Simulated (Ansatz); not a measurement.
## ZnO (P6_3mc): least direct gap against volume

The cell of ZnO (P6_3mc) is scaled evenly and the response computed anew at each volume, on one mesh. The atoms keep their fractional positions.

The structure is hexagonal, space group P6_3mc (No. 186). Conventional cell: a = 3.249 Å, b = 3.249 Å, c = 5.206 Å, α = 90.00°, β = 90.00°, γ = 120.00°. Zn on site b is surrounded by 4 O at 1.97 to 1.98 Å. O on site b has 4 Zn at 1.97 to 1.98 Å as nearest neighbours.

Method: Ansatz 0.2.0, PBE, independent particles, k-mesh 9×9×5 with interpolation inside its cells, Gaussian parameter 0.1 eV.

Launch of the response step: `ansatz run input.yaml --threads 4 --pin off --max-ram 8192MiB --backend cpu --events-out ev --progress --plain --runs-dir out`. The series took 2.3 min in all, on 4 threads of Intel(R) Xeon(R) Platinum 8375C CPU @ 2.90GHz (Ice Lake) (shared host).

| V/V₀ | V (Å³, primitive cell) | least direct gap (eV) |
| --- | --- | --- |
| 0.94 | 44.74 | 0.8926 |
| 0.96 | 45.69 | ? |
| 0.98 | 46.65 | 0.8340 |
| 1.00 | 47.60 | 0.8044 |
| 1.02 | 48.55 | 0.7763 |
| 1.04 | 49.50 | 0.7473 |
| 1.06 | 50.45 | 0.7185 |

For small changes the quantity should be close to linear in ln V.

Working, on the rows shown:

| x = ln(V/V₀) | y = least direct gap |
| --- | --- |
| -0.0618754 | 0.8926 |
| -0.0202027 | 0.834 |
| 0 | 0.8044 |
| 0.0198026 | 0.7763 |
| 0.0392207 | 0.7473 |
| 0.0582689 | 0.7185 |

Means: x̄ = 0.005869, ȳ = 0.79552. Σ(x − x̄)(y − ȳ) = -0.01354, Σ(x − x̄)² = 0.009356. Slope = -0.01354 / 0.009356 = -1.448; intercept = ȳ − slope · x̄ = 0.80401. The line misses the rows shown by at most 0.0012 eV.

Problem. What does the fit predict for the withheld row, and how well does it do?

Solution. At x = -0.040822 the line gives y = 0.86311 eV. The run gave 0.8631 eV, so the interpolation holds to the digits printed.

Between the rows on either side of x = 0 the slope is (0.7763 − 0.834) / (0.019803 − (-0.020203)) = -1.442. That is a volume deformation potential of -1.4 eV: the least direct gap on this mesh widens by 14 meV for each per cent of compression. PBE gaps are as a rule too small.
